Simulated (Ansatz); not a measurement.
# 3-layer antimonene (AB) in a perpendicular field, part 2 of 3

What dipole does a perpendicular field induce in the 3-layer antimonene (AB)? A positive field points along +c.

Ansatz 0.2.0; plane-wave DFT, PBE-D3(BJ), Ansatz PAW (the session's first sound run).

So far. Step 2 (Relaxation): The lattice constant a goes from 4.120 to 4.146 Å.

## Step 3: Atoms held, field 0

A sawtooth potential applies the field, turning back in the middle of the vacuum. With the dipole correction the typed value is the field outside the slab. The induced dipole is small, so the SCF threshold is tight.

The cell differs from the one that the last finished run ended in (c 45.700 → 28.914 Å).

input.yaml reads:

```yaml
crystal:
  lattice:
    - [4.146337414, 0.0, 0.0]
    - [-2.073168707, 3.5908335332, 0.0]
    - [0.0, 0.0, 28.9139084966]
  atoms:
    - { symbol: Sb, position: [0.6666666667, 0.3333333333, 0.311268883] }
    - { symbol: Sb, position: [0.3333333333, 0.6666666667, 0.3667901763] }
    - { symbol: Sb, position: [0.0, 0.0, 0.4476280764] }
    - { symbol: Sb, position: [0.6666666667, 0.3333333333, 0.5032433992] }
    - { symbol: Sb, position: [0.6666666667, 0.3333333333, 0.6326198234] }
    - { symbol: Sb, position: [0.3333333333, 0.6666666667, 0.688731117] }
kpoints:
  mp_grid: { grid: [12, 12, 1] }
  band_path:
    path: [[0, 0, 0], [0.5, 0, 0], [0.33333333, 0.33333333, 0], [0, 0, 0]]
    npoints: 16
hamiltonian:
  xc: pbe
  dispersion: d3bj
scf:
  occupations: { method: fermi_dirac, width: 0.02585 }
  convergence: { dr2_threshold: 1.0e-10 }
efield:
  axis: 3
  dipole_correction: true
  ramp_position: 0.97
  ramp_width: 0.06
  amplitude: 0
output:
  dos: { projected: true, e_range: [-6, 5] }
  bader: true
  write_potential: true
  write_density: true
  volumetric_format: npy
  elf: true
```

On the command line:

```bash
ansatz run input.yaml --threads 4 --pin off --max-ram 6144MiB --backend cpu --events-out ev --progress --plain --runs-dir out
```

What it wrote:

```text
[...]
Crystal: 6 atoms, lattice volume = 430.494 Å³
Basis set: ecut = 420 eV, 8311 PW (Γ)
Bands: 54, of which v1, the nominal top of the filled ones, is band 45 counted from 1 (44 counted from 0)
Symmetry: 6 space group operations
[...]
k-points: 19 of 144 (time reversal used)
[...]
SCF iter   1: F=—  HF=-38908.529948 eV  |F-HF|=—  |Δ(HF+E_count)|=         —  Δρ=1.13e-3  dr2=1.84e-2  ethr=1.77e-3  p=-0.006 e·Å  D=-2.35e-3 V/Å  ΔV_dip=0.07 eV  dr2_dipole=1.30e-3  V_vac-E_F(+/−)=4.04/3.97 eV  ⟨swp⟩=10.3  Hψ=4762  notcnv=0  defer=4
efield: sawtooth ramp at fractional position 0.9700 (set: `efield.ramp_position`, or a place that a band, a saddle search or an elastic batch's reference lends), width 0.0600; the density the first Hamiltonian is built on has a dipole p = -0.006 e·Å; the dipole correction subtracts the counter field D = -2.35e-3 V/Å, which shifts the + side's vacuum level by +0.07 eV against the − side's; the planar-averaged density in the ramp window peaks in size at 5.0e-6 e/Å³
[...]
SCF iter   2: F=—  HF=-38908.533249 eV  |F-HF|=—  |Δ(HF+E_count)|=   3.30e-3  Δρ=1.02e-3  dr2=1.90e-2  ethr=2.04e-5  p=0.002 e·Å  D=7.79e-4 V/Å  ΔV_dip=-0.02 eV  dr2_dipole=6.56e-4  V_vac-E_F(+/−)=3.89/3.91 eV  ⟨swp⟩=3.0  Hψ=2329  notcnv=0  defer=48
[...]
SCF iter  11: F=-38908.529598 eV  HF=-38908.529598 eV  |F-HF|=0.00e0  |Δ(HF+E_count)|=  5.09e-11  Δρ=5.91e-8  dr2=4.77e-11  ethr=1.00e-12  p=-0.004 e·Å  D=-1.53e-3 V/Å  ΔV_dip=0.04 eV  dr2_dipole=6.22e-12  V_vac-E_F(+/−)=3.93/3.89 eV  ⟨swp⟩=8.3  Hψ=3326  notcnv=0
SCF 1 converged in 11 iterations: F = -38908.529598 eV  dr2 = 4.77e-11
[...]
NSCF: frozen V_eff on 49 k-points
efield: sawtooth ramp at fractional position 0.9700 (kept from the solve that this one continues, or follows in the run), width 0.0600; the density the first Hamiltonian is built on has a dipole p = -0.004 e·Å; the dipole correction subtracts the counter field D = -1.53e-3 V/Å, which shifts the + side's vacuum level by +0.04 eV against the − side's; the planar-averaged density in the ramp window peaks in size at 2.7e-8 e/Å³
WARN: The output density's exchange-correlation potential varies sharply where the density is thin. Do not read a vacuum level from v_tot or v_xc, or from such a field of the output density. On a cell that repeats whose density bears no net charge and no dipole along the vacuum's axis use v_es (v_loc + v_h of the components); under efield.dipole_correction with no amplitude use v_es + v_field, which holds any externa [...]
SCF converged after 11 iterations
Free energy (F): -38908.529598 eV
[...]
Internal energy: -38908.526107 eV  (E = F + TS)
E sigma→0 (E₀):  -38908.527852 eV
Entropy (-TS):   -0.003492 eV (-0.582 meV/atom)
Fermi energy:    2.069048 eV
Dipole field:    D = -0.001533 V/Å  (p = -0.003646 e·Å, saw-weighted, corrected)
Work function:   Φ+ = 3.9336 eV   Φ− = 3.8893 eV
Levels:          The Fermi level and band energies are counted from a zero that moves with the ramp; work functions are not
[...]
--- Band table (eV; the first three rows and the last of 19) ---
  k-point 0: bands = [... 41 lower, 0.9943, 1.0844, 1.0844, 1.9045, 2.3906, 2.9583, 3.1584, 3.1584, ... 5 higher]
  k-point 1: bands = [... 41 lower, 0.8844, 0.9555, 1.0048, 2.1475, 2.6859, 3.1525, 3.3048, 3.4404, ... 5 higher]
  k-point 2: bands = [... 41 lower, 0.5334, 0.6677, 0.9654, 1.5026, 2.8092, 3.0029, 3.5656, 3.5888, ... 5 higher]
  k-point 18: bands = [... 41 lower, -0.7858, -0.7563, -0.5982, 0.0847, 2.5316, 2.8922, 3.0905, 3.6014, ... 5 higher]
--- Bader charges: 6 sites ---
  site symbol  charge [e]  shift [e]
     0     Sb     -0.0156     0.0000
     1     Sb      0.0140     0.0000
     2     Sb      0.0120     0.0000
     3     Sb     -0.0063     0.0000
     4     Sb     -0.0020     0.0000
     5     Sb     -0.0021     0.0000
  estimated error of the sums over rays = 1.7e-4 e
```

The job ended after 39 s (4 threads of Arm Neoverse V2, shared host; peak memory 1.3 GiB).

Read from the output:

```yaml
energy_at_zero_smearing: -38908.5279 eV
work_function_upper_face: 3.934 eV
work_function_lower_face: 3.889 eV
dipole_along_the_normal: -0.003646 e·Å
step_between_the_vacuum_levels: 0.04432 eV
```

Running mean over a fixed 2.7 Å (it still follows the layers) of the planar mean; the ramp of the sawtooth is left out. Table of electron's electrostatic potential energy less the Fermi level by z:

```tsv
z (Å)	electron's electrostatic potential energy less the Fermi level (eV)
4	3.89
5	3.88
6	3.80
7	2.78
8	-0.501
9	-3.87
10	-5.40
11	-3.75
12	-3.60
13	-4.40
14	-5.29
15	-2.46
16	0.510
17	0.151
18	-2.91
19	-5.35
20	-3.52
21	-0.158
22	3.02
23	3.86
24	3.93
25	3.93
```

The density of states has structure finer than the step of the table below, so its rows give means over 0.25 eV. Peaks (eV: height): -4.980: 10.3, -3.960: 8.94, -2.580: 10.7, -1.970: 7.45, 0.810: 10.1, 1.440: 7.90, 1.660: 7.57.

Density of states against energy, zero at the Fermi level; means over each step:

```tsv
energy (eV)	density of states (states/eV a cell)
-5.25	0
-5.00	3.31
-4.75	2.03
-4.50	1.45
-4.25	1.77
-4.00	4.33
-3.75	4.60
-3.50	3.37
-3.25	6.38
-3.00	5.73
-2.75	5.04
-2.50	6.38
-2.25	5.31
-2.00	5.74
-1.75	3.99
-1.50	4.13
-1.25	2.99
-1.00	2.60
-0.75	0.912
-0.50	0.517
-0.25	0.340
0.00	0.841
0.25	1.54
0.50	4.67
0.75	5.15
1.00	5.65
1.25	5.73
1.50	6.02
1.75	5.20
```

Projected DOS per atom over height of the atomic layer and energy from the Fermi level. Layers: Sb Sb Sb Sb Sb Sb from below.

Ten even steps from '0' (0.00 states/eV) to '9' (1.38 states/eV), each cell a mean:
```
533566
956955
653677
645656
322311
100100
000000
101100
422444
544544
644577
855666
755689
776756
766765
455554
233298
122111
244200
244200
000000
000000
```
Columns: height of the atomic layer (Å) from 9 to 19.9 (not evenly spaced); rows upwards: energy from the Fermi level (eV) from -5.96 to 1.87.

The electronic bands at the labelled points (eV, zero at the Fermi level):

```tsv
point	band 42	band 43	band 44	band 45	band 46	band 47	band 48	band 49
Γ	-1.07	-0.98	-0.98	-0.16	0.32	0.89	1.09	1.09
halfway	-1.92	-1.75	-1.56	-0.92	0.31	0.60	1.62	1.65
M	-2.51	-2.30	-2.30	-1.61	0.23	0.46	0.97	1.52
halfway	-3.07	-2.60	-2.08	-1.64	0.35	1.05	1.22	1.66
K	-2.85	-2.83	-2.67	-1.98	0.46	0.82	1.02	1.53
halfway	-2.77	-2.02	-1.21	-0.82	0.49	1.35	1.52	1.75
Γ	-1.07	-0.98	-0.98	-0.16	0.32	0.89	1.09	1.09
```

Electrostatic potential energy in the ca plane at fractional y = 0.333, with atoms of Sb within 0.2 Å of it. With pseudopotentials it is smooth inside the atoms' cores, unlike the true potential.

Ten even steps from '0' (-25 eV) to '9' (6 eV), each cell a mean:
```
55688899999888755689999876557888999999999999
00268999999986200158999741013789999999999999
00037999999984000027998610001589999999999999
00027999999973000016998500000489999999999999
00047999999984000037998610001589999999999999
11368999999987311268999852114789999999999999
66788889998888766789999986667888999999999999
88887788988778888999999998888877899999999999
99887678887678899999999999998777789999999999
99887778887778899999999999998777889999999999
88888788988788888899999998888888899999999999
```
Columns run along c (16.0 Å, from fractional 0.31 to 0.86 of the cell; values clipped at the 3rd and 97th percentile), rows up along a (4.1 Å). Atoms in or near the plane, at fractional coordinates: Sb at (0.31, 0.67), Sb at (0.50, 0.67), Sb at (0.63, 0.67).

Valence density in the ca plane at fractional y = 0.333, with atoms of Sb within 0.2 Å of it. It is the smooth field of the valence electrons, not physical close to the nuclei.

Values in units of 1e0 e/Å³, 6 rows by 16 columns, each cell a mean:
```
0.8 0.2 0.1 0.1 0.2 0.7 0.5 0.1 0.2 0.8 0.4 0.1 0.0 0.0 0.0 0.0
9.6 0.4 0.0 0.0 0.2 7.3 4.2 0.1 0.5 9.7 1.6 0.1 0.0 0.0 0.0 0.0
5.9 0.4 0.1 0.0 0.2 4.5 2.7 0.1 0.4 6.0 1.1 0.1 0.0 0.0 0.0 0.0
0.4 0.2 0.1 0.1 0.2 0.4 0.3 0.1 0.1 0.4 0.3 0.1 0.0 0.0 0.0 0.0
0.1 0.2 0.2 0.2 0.2 0.1 0.1 0.0 0.0 0.1 0.2 0.2 0.1 0.0 0.0 0.0
0.1 0.2 0.2 0.2 0.2 0.2 0.1 0.0 0.0 0.1 0.2 0.2 0.1 0.0 0.0 0.0
```
Columns run along c (16.0 Å, from fractional 0.31 to 0.86 of the cell), rows up along a (4.1 Å). Atoms in or near the plane, at fractional coordinates: Sb at (0.31, 0.67), Sb at (0.50, 0.67), Sb at (0.63, 0.67).

ELF in the ca plane at fractional y = 0.333, with atoms of Sb within 0.2 Å of it. It is the smooth field of the valence electrons, not physical close to the nuclei.

Values, 6 rows by 16 columns, each cell a mean:
```
0.37 0.47 0.21 0.16 0.44 0.39 0.51 0.30 0.53 0.39 0.47 0.37 0.18 0.03 0.00 0.00
0.06 0.33 0.10 0.06 0.31 0.12 0.26 0.40 0.53 0.07 0.26 0.20 0.03 0.00 0.00 0.00
0.13 0.36 0.11 0.07 0.33 0.18 0.32 0.39 0.54 0.14 0.31 0.23 0.04 0.01 0.00 0.00
0.44 0.50 0.27 0.22 0.47 0.46 0.53 0.24 0.47 0.46 0.51 0.43 0.28 0.06 0.01 0.00
0.30 0.44 0.42 0.39 0.44 0.34 0.17 0.04 0.09 0.24 0.43 0.51 0.61 0.22 0.02 0.00
0.38 0.47 0.40 0.36 0.46 0.41 0.29 0.07 0.17 0.34 0.47 0.51 0.55 0.18 0.02 0.00
```
Columns run along c (16.0 Å, from fractional 0.31 to 0.86 of the cell), rows up along a (4.1 Å). Atoms in or near the plane, at fractional coordinates: Sb at (0.31, 0.67), Sb at (0.50, 0.67), Sb at (0.63, 0.67).

The work function of the upper face is 3.93 eV.

## Step 4: Atoms held, field 0.1 V/Å

input.yaml: that of step 3 with these lines changed.

```diff
@@ -28,6 +28,4 @@
   ramp_width: 0.06
-  amplitude: 0
+  amplitude: 0.1
 output:
-  dos: { projected: true, e_range: [-6, 5] }
-  bader: true
   write_potential: true
@@ -35,2 +33 @@
   volumetric_format: npy
-  elf: true
```

What it wrote:

```text
[...]
Crystal: 6 atoms, lattice volume = 430.494 Å³
Basis set: ecut = 420 eV, 8311 PW (Γ)
Bands: 54, of which v1, the nominal top of the filled ones, is band 45 counted from 1 (44 counted from 0)
Symmetry: 6 space group operations
[...]
k-points: 19 of 144 (time reversal used)
[...]
k-point 0: bands = [... 41 lower, 0.9812, 1.1041, 1.1041, 1.8958, 2.3823, 2.9719, 3.1411, 3.1411, ... 5 higher]
  k-point 1: bands = [... 41 lower, 0.8888, 0.9578, 1.0117, 2.1334, 2.6713, 3.1561, 3.2876, 3.4407, ... 5 higher]
  k-point 2: bands = [... 41 lower, 0.5533, 0.6544, 0.9715, 1.4917, 2.8158, 3.0022, 3.5484, 3.5704, ... 5 higher]
  k-point 18: bands = [... 41 lower, -0.7969, -0.7731, -0.5766, 0.0788, 2.5469, 2.8759, 3.0808, 3.5876, ... 5 higher]
[key lines of the parts left out:]
SCF converged after 12 iterations
Free energy (F): -38908.534741 eV
Fermi energy:    2.057231 eV
Dipole field:    D = 0.044766 V/Å  (p = 0.106501 e·Å, saw-weighted, corrected)
```

It took 31 s on 4 threads; peak memory 1.1 GiB; 2 min of CPU time.

The dipole is 0.107 e·Å, 0.110 e·Å from its value without field.

## Step 5: Single point, field -0.1 V/Å

input.yaml: that of step 4 with these lines changed.

```diff
@@ -28,3 +28,3 @@
   ramp_width: 0.06
-  amplitude: 0.1
+  amplitude: -0.1
 output:
```

What it wrote:

```text
[...]
Crystal: 6 atoms, lattice volume = 430.494 Å³
Basis set: ecut = 420 eV, 8311 PW (Γ)
Bands: 54, of which v1, the nominal top of the filled ones, is band 45 counted from 1 (44 counted from 0)
Symmetry: 6 space group operations
[...]
k-points: 19 of 144 (time reversal used)
[...]
k-point 0: bands = [... 41 lower, 1.0010, 1.0691, 1.0691, 1.9106, 2.3976, 2.9448, 3.1735, 3.1735, ... 5 higher]
  k-point 1: bands = [... 41 lower, 0.8694, 0.9617, 0.9972, 2.1596, 2.6979, 3.1457, 3.3199, 3.4412, ... 5 higher]
  k-point 2: bands = [... 41 lower, 0.5114, 0.6807, 0.9580, 1.5124, 2.7971, 3.0060, 3.5806, 3.6050, ... 5 higher]
  k-point 18: bands = [... 41 lower, -0.7806, -0.7416, -0.6164, 0.0899, 2.5139, 2.9064, 3.1000, 3.6128, ... 5 higher]
[key lines of the parts left out:]
SCF converged after 12 iterations
Free energy (F): -38908.535477 eV
Fermi energy:    2.078092 eV
Dipole field:    D = -0.047898 V/Å  (p = -0.113951 e·Å, saw-weighted, corrected)
```

Run time: 31 s. Hardware: 4 threads; peak memory 1.1 GiB.

The dipole is -0.114 e·Å, -0.110 e·Å from its value without field.

## Step 6: Atoms held, field 0.2 V/Å

input.yaml: that of step 5 with these lines changed.

```diff
@@ -28,3 +28,3 @@
   ramp_width: 0.06
-  amplitude: -0.1
+  amplitude: 0.2
 output:
```

What it wrote:

```text
[...]
Crystal: 6 atoms, lattice volume = 430.494 Å³
Basis set: ecut = 420 eV, 8311 PW (Γ)
Bands: 54, of which v1, the nominal top of the filled ones, is band 45 counted from 1 (44 counted from 0)
Symmetry: 6 space group operations
[...]
k-points: 19 of 144 (time reversal used)
[...]
k-point 0: bands = [... 41 lower, 0.9642, 1.1253, 1.1253, 1.8845, 2.3730, 2.9856, 3.1219, 3.1219, ... 5 higher]
  k-point 1: bands = [... 41 lower, 0.8805, 0.9703, 1.0176, 2.1174, 2.6542, 3.1558, 3.2683, 3.4425, ... 5 higher]
  k-point 2: bands = [... 41 lower, 0.5680, 0.6440, 0.9761, 1.4799, 2.8159, 3.0048, 3.5292, 3.5497, ... 5 higher]
  k-point 18: bands = [... 41 lower, -0.8116, -0.7919, -0.5528, 0.0723, 2.5594, 2.8576, 3.0715, 3.5716, ... 5 higher]
[key lines of the parts left out:]
SCF converged after 12 iterations
Free energy (F): -38908.550894 eV
Fermi energy:    2.042774 eV
Dipole field:    D = 0.091025 V/Å  (p = 0.216555 e·Å, saw-weighted, corrected)
```

The job ended after 31 s (4 threads; peak memory 1.1 GiB; 2.1 min of CPU time).

The dipole is 0.217 e·Å, 0.220 e·Å from its value without field.

## Step 7: Atoms held, field -0.2 V/Å

input.yaml: that of step 6 with these lines changed.

```diff
@@ -28,3 +28,3 @@
   ramp_width: 0.06
-  amplitude: 0.2
+  amplitude: -0.2
 output:
```

What it wrote:

```text
[...]
Crystal: 6 atoms, lattice volume = 430.494 Å³
Basis set: ecut = 420 eV, 8311 PW (Γ)
Bands: 54, of which v1, the nominal top of the filled ones, is band 45 counted from 1 (44 counted from 0)
Symmetry: 6 space group operations
[...]
k-points: 19 of 144 (time reversal used)
[...]
k-point 0: bands = [... 41 lower, 0.9972, 1.0620, 1.0620, 1.9140, 2.4033, 2.9312, 3.1863, 3.1863, ... 5 higher]
  k-point 1: bands = [... 41 lower, 0.8494, 0.9706, 0.9887, 2.1695, 2.7072, 3.1361, 3.3327, 3.4425, ... 5 higher]
  k-point 2: bands = [... 41 lower, 0.4885, 0.6925, 0.9494, 1.5208, 2.7806, 3.0103, 3.5934, 3.6187, ... 5 higher]
  k-point 18: bands = [... 41 lower, -0.7825, -0.7290, -0.6297, 0.0943, 2.4943, 2.9184, 3.1089, 3.6218, ... 5 higher]
[key lines of the parts left out:]
SCF converged after 12 iterations
Free energy (F): -38908.552397 eV
Fermi energy:    2.084267 eV
Dipole field:    D = -0.094355 V/Å  (p = -0.224477 e·Å, saw-weighted, corrected)
```

It took 31 s on 4 threads; peak memory 1.1 GiB; 2.1 min of CPU time.

The dipole is -0.224 e·Å, -0.221 e·Å from its value without field.

## Step 8: Atoms held, field 0.35 V/Å

input.yaml: that of step 7 with these lines changed.

```diff
@@ -28,4 +28,6 @@
   ramp_width: 0.06
-  amplitude: -0.2
+  amplitude: 0.35
 output:
+  dos: { projected: true, e_range: [-6, 5] }
+  bader: true
   write_potential: true
@@ -33 +35,2 @@
   volumetric_format: npy
+  elf: true
```

What it wrote:

```text
[...]
Crystal: 6 atoms, lattice volume = 430.494 Å³
Basis set: ecut = 420 eV, 8311 PW (Γ)
Bands: 54, of which v1, the nominal top of the filled ones, is band 45 counted from 1 (44 counted from 0)
Symmetry: 6 space group operations
[...]
k-points: 19 of 144 (time reversal used)
[...]
k-point 18: bands = [... 41 lower, -0.8234, -0.8138, -0.5155, 0.0618, 2.5718, 2.8266, 3.0588, 3.5434, ... 5 higher]
--- Bader charges: 6 sites ---
  site symbol  charge [e]  shift [e]
     0     Sb     -0.0503     0.0000
     1     Sb      0.0241     0.0000
     2     Sb      0.0044     0.0000
     3     Sb      0.0054     0.0000
     4     Sb     -0.0173     0.0000
     5     Sb      0.0337     0.0000
  estimated error of the sums over rays = 2.9e-4 e
[key lines of the parts left out:]
SCF converged after 12 iterations
Free energy (F): -38908.595756 eV
Fermi energy:    2.016438 eV
Dipole field:    D = 0.160411 V/Å  (p = 0.381628 e·Å, saw-weighted, corrected)
```

It took 41 s on 4 threads; peak memory 1.3 GiB; 2.7 min of CPU time.

The dipole is 0.382 e·Å, 0.385 e·Å from its value without field.

## Step 9: Response, atoms held

This step: plane-wave DFT, PBE-D3(BJ), Ansatz PAW; response to a field along the normal, atoms held (Ansatz 0.2.0).

The dipoles give the slope, and the difference of two potentials shows where the field is screened.

Numbers from this step:

```
equivalent conductor thickness p/(ε₀AE) : 13.40 Å
distance between the outer atoms        : 10.91 Å
```

Table of dipole of the cell by applied field:

```tsv
applied field (V/Å)	dipole of the cell (e·Å)
-0.200	-0.224
-0.100	-0.114
0.000	-0.00365
0.100	0.107
0.200	0.217
0.350	0.382
```

Local field over the applied field, running mean. From the potentials at -0.1 and 0.1 V/Å; running mean over 2.5 Å. The local field over applied field by z:

```tsv
z (Å)	local field over applied field
5	0.987
6	0.925
7	0.702
8	0.361
9	0.0840
10	0.00326
11	0.0106
12	0.0281
13	0.0105
14	0.00219
15	0.0605
16	0.136
17	0.131
18	0.0390
19	-0.00104
20	0.0956
21	0.386
22	0.726
23	0.933
24	0.988
```

Electrons, planar mean, per unit field. Induced electron density against z:

```tsv
z (Å)	induced electron density (e/Å³ per V/Å)
5	6.3e-5
6	3.8e-4
7	0.00181
8	0.00287
9	6.2e-4
10	2.2e-4
11	-3.1e-4
12	1.0e-5
13	3.6e-4
14	-6.7e-5
15	-4.2e-4
16	-7.5e-4
17	9.1e-4
18	5.7e-4
19	-3.0e-4
20	-7.8e-4
21	-0.00305
22	-0.00163
23	-3.4e-4
24	-5.7e-5
```

By hand: between -0.1 and 0.1 V/Å the dipole changes by 0.2205 e·Å, a slope of 1.102 e·Å²/V. A perfect conductor of thickness t has p = ε₀AEt, so t = 180.95 × 1.102 / 14.889 = 13.40 Å (e/ε₀ = 180.95 V·Å, A in Å²).

The induced dipole is that of a conductor 13.40 Å thick.

[end of part 2 of 3]

[Long decimals in the printed logs are rounded to 6 places.]

[Logs are printed without paths, hosts, clocks, repeated set-up lines and the standing remarks that a program may print on its own settings, such as how far it seeks lower states.]

[Hosts, paths, dates, database ids (printed as entryN), source tags and the programs' standing remarks are cut or masked in the printed files.]

[Maps of the electrostatic potential energy from Ansatz leave out the sawtooth potential of an applied field or a dipole correction, so their vacuum need not be flat; planar profiles and work functions include it.]

[The density of states shown here was stored with 400 of the rows of the run's finer table, so its peaks can read low, often by over a quarter, or be missed, and its means over a window can be off by a tenth or more.]
